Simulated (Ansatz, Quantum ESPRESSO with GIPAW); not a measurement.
**Shieldings and field gradients in SF6**

Wanted: NMR shieldings and quadrupolar couplings for each site of SF6.

Method: DFT, PBEsol, plane-wave PAW (pslibrary 1.0.0 recipes), scalar-relativistic, GIPAW; a patched development version of the program, in Quantum ESPRESSO with GIPAW 8.0dev (patched build).

### 1. Set-up

The cell holds 21 atoms: 3 S and 18 F. Its edges and angles: a = 4.711 Å, b = 7.875 Å, c = 8.012 Å, α = 61.5°, β = 85.2°, γ = 85.5°.

The cell is a computed entry of the Materials Project; it need not be the form that is stable at ambient conditions.

This structure had its atoms relaxed beforehand (DFT, PBEsol, plane-wave PAW (pslibrary 1.0.0 recipes), Quantum ESPRESSO with GIPAW), starting from the database entry, since shieldings follow bond lengths closely.

### 2. Ground state

The shielding is a linear response of the occupied states, which this run provides. It is converged far beyond what an energy needs, since the response uses the wavefunctions themselves. No empty states are asked for: the response is solved without them. The mesh has a spacing of 0.46 Å⁻¹ at most. The PAW files were made with ld1.x from the pslibrary 1.0.0 recipes, with GIPAW reconstruction switched on (the recipe of F slightly mended, as the packaged one fails to give a sound file).

The input, scf.in:

```
&control
  calculation = 'scf'
  prefix = 'x'
  outdir = './tmp/'
  pseudo_dir = './'
/
&system
  ibrav = 0
  nat = 21
  ntyp = 2
  ecutwfc = 55
  ecutrho = 330
  nbnd = 72
/
&electrons
  conv_thr = 1.0d-10
  mixing_beta = 0.7
  electron_maxstep = 100
/
ATOMIC_SPECIES
  S 32.060 S.pbesol-n-kjpaw_psl.1.0.0-gipaw.UPF
  F 18.998 F.pbesol-n-kjpaw_psl.1.0.0-gipaw.UPF
CELL_PARAMETERS angstrom
  4.71060909 0.00000000 0.00000000
  0.62284145 7.85081812 0.00000000
  0.67329425 3.77782448 7.03330133
ATOMIC_POSITIONS crystal
  S 0.58653487 0.33351970 0.33025947
  S 0.41346513 0.66648030 0.66974053
  S 0.00000000 0.00000000 0.00000000
  F 0.40634838 0.53299353 0.25242154
  F 0.59365162 0.46700647 0.74757846
  F 0.76709241 0.13411669 0.40810477
  F 0.23290759 0.86588331 0.59189523
  F 0.36144659 0.25022260 0.25454497
  F 0.63855341 0.74977740 0.74545503
  F 0.81174622 0.41682519 0.40603010
  F 0.18825378 0.58317481 0.59396990
  F 0.40911110 0.25601293 0.52818747
  F 0.59088890 0.74398707 0.47181253
  F 0.76406882 0.41089784 0.13235744
  F 0.23593118 0.58910216 0.86764256
  F 0.28890295 0.93981706 0.92083112
  F 0.71109705 0.06018294 0.07916888
  F 0.12519290 0.20162405 0.94799046
  F 0.87480710 0.79837595 0.05200954
  F 0.87638431 0.09168064 0.79501437
  F 0.12361569 0.90831936 0.20498563
K_POINTS automatic
  3 2 2 0 0 0
```

Run with:

```sh
$ mpirun -np 4 pw.x -nk 4 -in scf.in > scf.out
```

What it wrote:

```text
using ibrav=0 with symmetry is DISCOURAGED, use correct ibrav instead

     bravais-lattice index     =            0
     lattice parameter (alat)  =       8.9018  a.u.
     unit-cell volume          =    1755.2857 (a.u.)^3
     number of atoms/cell      =           21
     number of atomic types    =            2
     number of electrons       =       144.00
     number of Kohn-Sham states=           72
     kinetic-energy cutoff     =      55.0000  Ry
     charge density cutoff     =     330.0000  Ry
     scf convergence threshold =      1.0E-10
     mixing beta               =       0.7000
     number of iterations used =            8  plain     mixing
     Exchange-correlation= SLA-PW-PSX-PSC
                           (   1   4  10   8   0   0   0)
[...]
S                 6.00    32.06000     S ( 1.00)
     F                 7.00    18.99800     F ( 1.00)

      2 Sym. Ops., with inversion, found
[...]
number of k points=     8
[...]
Dense  grid:   177725 G-vectors     FFT dimensions: (  54,  90,  90)

     Smooth grid:    96681 G-vectors     FFT dimensions: (  45,  72,  72)

     Check: negative core charge=   -0.000003

     Initial potential from superposition of free atoms

     starting charge     143.9999, renormalised to     144.0000
     Starting wfcs are   84 randomized atomic wfcs

     Self-consistent Calculation

     iteration #  1     ecut=    55.00 Ry     beta= 0.70
     Davidson diagonalization with overlap
     ethr =  1.00E-02,  avg # of iterations =  2.0

     total energy              =   -1251.04340588 Ry
     estimated scf accuracy    <       3.29715329 Ry

     iteration #  2     ecut=    55.00 Ry     beta= 0.70
     Davidson diagonalization with overlap
     ethr =  2.29E-03,  avg # of iterations =  3.0

     total energy              =   -1252.19515761 Ry
     estimated scf accuracy    <       3.33511772 Ry

     iteration #  3     ecut=    55.00 Ry     beta= 0.70
     Davidson diagonalization with overlap
     ethr =  2.29E-03,  avg # of iterations =  2.9

     total energy              =   -1252.63739071 Ry
     estimated scf accuracy    <       0.11072956 Ry

[...]
total energy              =   -1252.73785652 Ry
[...]
iteration # 15     ecut=    55.00 Ry     beta= 0.70
     Davidson diagonalization with overlap
     ethr =  5.99E-13,  avg # of iterations =  2.0

     total energy              =   -1252.73785652 Ry
     estimated scf accuracy    <          3.2E-10 Ry

     iteration # 16     ecut=    55.00 Ry     beta= 0.70
     Davidson diagonalization with overlap
     ethr =  2.23E-13,  avg # of iterations =  4.0

     End of self-consistent calculation
     [one-electron energies left out]

!    total energy              =   -1252.73785652 Ry
     total all-electron energy =     -5976.858569 Ry
     estimated scf accuracy    <          4.3E-12 Ry

     The total energy is the sum of the following terms:
     one-electron contribution =    -579.38270434 Ry
     hartree contribution      =     367.09580930 Ry
     xc contribution           =    -185.65547500 Ry
     ewald contribution        =    -527.50744439 Ry
     one-center paw contrib.   =    -327.28804210 Ry

     convergence has been achieved in  16 iterations
[...]
JOB DONE.
```

Wall time 1.7 min (4 MPI ranks of Arm Neoverse V1, shared host); peak memory 1.5 GiB; 6.8 min of CPU time.

It converged in 16 cycles to an estimated accuracy of 4e-12 Ry, on 8 irreducible k-points.

### 3. Magnetic response

A uniform field breaks periodicity, so gipaw.x applies it as a wave of small q and takes the limit. It solves for the first-order states, builds the induced current and gets the field at each nucleus by Biot–Savart; the PAW spheres add what the smooth waves miss near the nuclei. pawproj makes the reconstruction use the PAW data sets' own projectors.

The input, nmr.in:

```
&inputgipaw
  job = 'nmr'
  prefix = 'x'
  tmp_dir = './tmp/'
  restart_mode = 'from_scratch'
  verbosity = 'low'
  q_gipaw = 0.01
  spline_ps = .true.
  conv_threshold = 1.0d-11
  use_nmr_macroscopic_shape = .false.
  pawproj(1) = .true.
  pawproj(2) = .true.
/
```

Run with:

```sh
$ mpirun -np 4 gipaw.x -in nmr.in > nmr.out
```

What it wrote:

```text
[banner, memory and clock lines left out]
[a note of our patched build left out]

     Parallelizing q-star over 1 images

     IMPORTANT: XC functional enforced from input :
     Exchange-correlation= PBESOL
                           (   1   4  10   8   0   0   0)
     Any further DFT definition will be discarded
     Please, verify this is what you really want

     Check: negative core charge=   -0.000003
[...]
alpha_pv=     50.7312 eV

     spline_ps is .false., expect some extrapolation errors

     q-space interpolation up to    66.00 Rydberg

     GIPAW job: nmr
     NMR macroscopic correction: no
[...]
Computing the magnetic susceptibility     isolve=0    ethr=  0.1000E-10
     Starting from scratch
     k-point #    1 of     8      pool #  1    cpu time:       1.7
[...]
End of magnetic susceptibility calculation

     f-sum rule (1st term):
          -121.2349          0.0000         -0.0001
             0.0001       -121.2325          0.0001
            -0.0001          0.0001       -121.2331

     f-sum rule (2nd term):
            -6.9350         -0.0001          0.0001
            -0.0001         -6.9351          0.0000
             0.0000          0.0000         -6.9345

     f-sum rule (should be  -128.1213):
          -128.1699         -0.0001         -0.0000
            -0.0001       -128.1676          0.0001
            -0.0000          0.0001       -128.1676

[... susceptibilities left out ...]
     Contributions to the NMR chemical shifts: -------------------------------

     Macroscopic shape contribution in ppm:                    0.00
             0.0000          0.0000          0.0000
             0.0000          0.0000          0.0000
             0.0000          0.0000          0.0000

     Core contribution in ppm:

     Atom  1  S   pos: (  0.677838  0.820714  0.493103)  core sigma:         978.84
     Atom  2  S   pos: (  0.597315  1.647893  0.999974)  core sigma:         978.84
     Atom  3  S   pos: (  0.000000  0.000000  0.000000)  core sigma:         978.84
     Atom  4  F   pos: (  0.512900  1.090738  0.376885)  core sigma:         305.83
     Atom  5  F   pos: (  0.762252  1.377869  1.116192)  core sigma:         305.83
     Atom  6  F   pos: (  0.843156  0.550815  0.609332)  core sigma:         305.83
     Atom  7  F   pos: (  0.431996  1.917792  0.883745)  core sigma:         305.83
     Atom  8  F   pos: (  0.430914  0.621168  0.380055)  core sigma:         305.83
     Atom  9  F   pos: (  0.844239  1.847439  1.113022)  core sigma:         305.83
     Atom 10  F   pos: (  0.924894  1.020320  0.606234)  core sigma:         305.83
     Atom 11  F   pos: (  0.350259  1.448287  0.886843)  core sigma:         305.83
     Atom 12  F   pos: (  0.518456  0.850274  0.788624)  core sigma:         305.83
     Atom 13  F   pos: (  0.756696  1.618333  0.704452)  core sigma:         305.83
[...]
Atom 20  F   pos: (  1.002139  0.790385  1.187018)  core sigma:         305.83
     Atom 21  F   pos: (  0.273013  1.678222  0.306059)  core sigma:         305.83

     Bare contribution in ppm:

     Atom  1  S   pos: (  0.677838  0.820714  0.493103)  bare sigma:         -52.03
[...]
Atom  2  S   pos: (  0.597315  1.647893  0.999974)  bare sigma:         -52.03
[...]
Atom  3  S   pos: (  0.000000  0.000000  0.000000)  bare sigma:         -52.00
[...]
Atom  4  F   pos: (  0.512900  1.090738  0.376885)  bare sigma:          41.62
[...]
Atom  5  F   pos: (  0.762252  1.377869  1.116192)  bare sigma:          41.62
[...]
Atom  6  F   pos: (  0.843156  0.550815  0.609332)  bare sigma:          41.56
[...]
Atom  7  F   pos: (  0.431996  1.917792  0.883745)  bare sigma:          41.56
[...]
Atom  8  F   pos: (  0.430914  0.621168  0.380055)  bare sigma:          41.60
[...]
Atom  9  F   pos: (  0.844239  1.847439  1.113022)  bare sigma:          41.60
[...]
Atom 10  F   pos: (  0.924894  1.020320  0.606234)  bare sigma:          41.51
[...]
Atom 11  F   pos: (  0.350259  1.448287  0.886843)  bare sigma:          41.51
[...]
Atom 12  F   pos: (  0.518456  0.850274  0.788624)  bare sigma:          41.57
[...]
Atom 13  F   pos: (  0.756696  1.618333  0.704452)  bare sigma:          41.57
[...]
Atom 20  F   pos: (  1.002139  0.790385  1.187018)  bare sigma:          41.85
[...]
Atom 21  F   pos: (  0.273013  1.678222  0.306059)  bare sigma:          41.85
[...]
Diamagnetic contribution in ppm:

     Atom  1  S   pos: (  0.677838  0.820714  0.493103)  dia sigma:          -4.44
[...]
Atom  2  S   pos: (  0.597315  1.647893  0.999974)  dia sigma:          -4.44
[...]
Atom  3  S   pos: (  0.000000  0.000000  0.000000)  dia sigma:          -4.44
[...]
Atom  4  F   pos: (  0.512900  1.090738  0.376885)  dia sigma:          42.60
[...]
Atom  5  F   pos: (  0.762252  1.377869  1.116192)  dia sigma:          42.60
[...]
Atom  2  S   pos: (  0.597315  1.647893  0.999974)  para_lq sigma:          27.90
[...]
Atom  3  S   pos: (  0.000000  0.000000  0.000000)  para_lq sigma:          27.95
[...]
Atom  4  F   pos: (  0.512900  1.090738  0.376885)  para_lq sigma:        -347.78
[...]
Atom  5  F   pos: (  0.762252  1.377869  1.116192)  para_lq sigma:        -347.78
[...]
Atom  6  F   pos: (  0.843156  0.550815  0.609332)  para_lq sigma:        -347.80
[...]
Atom  7  F   pos: (  0.431996  1.917792  0.883745)  para_lq sigma:        -347.80
[...]
Atom  8  F   pos: (  0.430914  0.621168  0.380055)  para_lq sigma:        -347.69
[...]
Atom  9  F   pos: (  0.844239  1.847439  1.113022)  para_lq sigma:        -347.69
[...]
Atom 10  F   pos: (  0.924894  1.020320  0.606234)  para_lq sigma:        -347.83
[...]
Atom 11  F   pos: (  0.350259  1.448287  0.886843)  para_lq sigma:        -347.83
[...]
Atom 12  F   pos: (  0.518456  0.850274  0.788624)  para_lq sigma:        -347.81
[...]
Atom 13  F   pos: (  0.756696  1.618333  0.704452)  para_lq sigma:        -347.81
[...]
Atom 20  F   pos: (  1.002139  0.790385  1.187018)  para_lq sigma:        -347.63
[...]
Atom 21  F   pos: (  0.273013  1.678222  0.306059)  para_lq sigma:        -347.63
[...]
Total NMR chemical shifts in ppm: ---------------------------------------
     (adopting the Simpson convention for anisotropy and asymmetry)-----------

     Atom  1  S   pos: (  0.677838  0.820714  0.493103)  Total sigma:         208.36
           208.1980          0.0733          0.0866
             0.1667        208.4051         -0.0254
             0.1347         -0.0340        208.4660

     S       1    anisotropy:     -0.37    eta:    0.2212
[...]
Atom  2  S   pos: (  0.597315  1.647893  0.999974)  Total sigma:         208.36
[... its tensor is left out ...]
     Atom  3  S   pos: (  0.000000  0.000000  0.000000)  Total sigma:         209.07
           209.1664          0.1052          0.2101
            -0.0432        208.9762         -0.1623
             0.0829         -0.2407        209.0553

     S       3    anisotropy:     -0.44    eta:    0.6159
[...]
Atom  4  F   pos: (  0.512900  1.090738  0.376885)  Total sigma:          19.69
           -21.7911       -172.6103         74.3367
          -172.4205        155.6208       -121.5974
            74.3669       -121.4271        -74.7691

     F       4    anisotropy:    440.28    eta:    0.0011
[...]
Atom  5  F   pos: (  0.762252  1.377869  1.116192)  Total sigma:          19.69
[... its tensor is left out ...]
     Atom  6  F   pos: (  0.843156  0.550815  0.609332)  Total sigma:          19.30
           -21.9773       -172.3429         73.8884
          -172.5200        154.8746       -122.0149
            74.3718       -122.1710        -75.0081

     F       6    anisotropy:    440.31    eta:    0.0027
[...]
Atom  7  F   pos: (  0.431996  1.917792  0.883745)  Total sigma:          19.30
[... its tensor is left out ...]
     Atom  8  F   pos: (  0.430914  0.621168  0.380055)  Total sigma:          19.54
           109.4602        190.4585        107.9231
           190.1029         26.4959         87.4038
           107.8688         87.5382        -77.3236

     F       8    anisotropy:    439.06    eta:    0.0028
[...]
Atom  9  F   pos: (  0.844239  1.847439  1.113022)  Total sigma:          19.54
[... its tensor is left out ...]
     Atom 10  F   pos: (  0.924894  1.020320  0.606234)  Total sigma:          19.01
           109.0401        189.9668        107.6139
           189.8150         26.4144         87.3947
           107.6209         87.4657        -78.4273

     F      10    anisotropy:    438.56    eta:    0.0053
[...]
Atom 11  F   pos: (  0.350259  1.448287  0.886843)  Total sigma:          19.01
[... its tensor is left out ...]
     Atom 12  F   pos: (  0.518456  0.850274  0.788624)  Total sigma:          19.41
           -29.0354        -18.0523       -182.4899
           -17.7914       -123.7762         33.6856
          -182.3844         33.8528        211.0454

     F      12    anisotropy:    439.99    eta:    0.0019
[...]
Atom 13  F   pos: (  0.756696  1.618333  0.704452)  Total sigma:          19.41
[... its tensor is left out ...]
     Atom 14  F   pos: (  0.837316  0.790961  0.197620)  Total sigma:          19.19
           -29.1205        -18.5309       -181.8946
           -18.3402       -124.0352         33.9341
          -182.2305         33.8629        210.7151

     F      14    anisotropy:    439.55    eta:    0.0013
[...]
Atom 15  F   pos: (  0.437836  1.677646  1.295457)  Total sigma:          19.19
[... its tensor is left out ...]
     Atom 16  F   pos: (  0.544782  2.304813  1.374872)  Total sigma:          20.18
           154.2888       -169.5898       -122.4570
          -170.1825        -21.7273         75.0547
          -122.8979         74.9901        -72.0196

     F      16    anisotropy:    437.01    eta:    0.0038
[...]
Atom 17  F   pos: (  0.730370  0.163794  0.118205)  Total sigma:          20.18
[... its tensor is left out ...]
     Atom 18  F   pos: (  0.287349  1.096303  1.415423)  Total sigma:          20.45
           -45.4239        164.9817        -43.5484
           165.2273        209.6024        -88.5533
           -44.0756        -88.7660       -102.8316

     F      18    anisotropy:    440.56    eta:    0.0018
[...]
Atom 19  F   pos: (  0.987803  1.372304  0.077654)  Total sigma:          20.45
[... its tensor is left out ...]
     Atom 20  F   pos: (  1.002139  0.790385  1.187018)  Total sigma:          20.87
           -49.0768          6.2815        167.6300
             5.8758       -125.7889         13.4312
           168.0612         13.6374        237.4626

     F      20    anisotropy:    441.75    eta:    0.0012
[...]
Atom 21  F   pos: (  0.273013  1.678222  0.306059)  Total sigma:          20.87
[... its tensor is left out ...]
```

It took 20 min on 4 MPI ranks; peak memory 0.93 GiB; 79 min of CPU time.

The f-sum rule is met to 0.049 of 128.1 (0.04 %). Converged shieldings require that this miss be small, but a small miss does not prove them.

From the symmetric part of each tensor, with principal values σ11 ≤ σ22 ≤ σ33: σ_iso is their mean, the span is σ33 − σ11 and the skew 3(σ_iso − σ22)/span. (gipaw.x prints an anisotropy in another convention.)

```csv
site,atom no.,atoms in cell,σ_iso (ppm),span (ppm),skew
S(1),1,2,208.4,0.4,-0.72
S(2),3,1,209.1,0.5,-0.32
F(1),4,2,19.7,440.4,1.00
F(2),6,2,19.3,440.7,1.00
F(3),8,2,19.5,439.5,1.00
F(4),10,2,19.0,439.3,0.99
F(5),12,2,19.4,440.3,1.00
F(6),14,2,19.2,439.7,1.00
F(7),16,2,20.2,437.6,0.99
F(8),18,2,20.4,440.8,1.00
F(9),20,2,20.9,441.9,1.00
```

The macroscopic shape term is switched off. For a spherical sample the valence susceptibility of this run would add about 7 ppm to every site, a rough estimate, since the susceptibility converges slowly and lacks part of the PAW terms. Differences within the crystal don't depend on it, but shieldings of different compounds can't be compared to better than a few ppm without it.

In this run the largest span is that of F(9) (site symmetry 1), with principal values -126.6, -126.2 and 315.4 ppm. On F(1) the most shielded direction lies along its short bond to S: a field along the bond can't mix the bonding orbital with those across it, so the paramagnetic term is smallest there. On F(2) the most shielded direction lies along its short bond to S: a field along the bond can't mix the bonding orbital with those across it, so the paramagnetic term is smallest there.

[end of part 1 of 2]

[Banner, clock, file and message-heading lines were taken out of the pw.x and gipaw.x logs.]

[Logs are printed without paths, hosts, clocks, repeated set-up lines and the standing remarks that a program may print on its own settings, such as how far it seeks lower states.]

[Hosts, paths, dates, database ids (printed as entryN), source tags and the programs' standing remarks are cut or masked in the printed files.]

[Where no reference line passes its bar on scatter, no shift is given, so a measured shift of this compound may stand uncompared.]
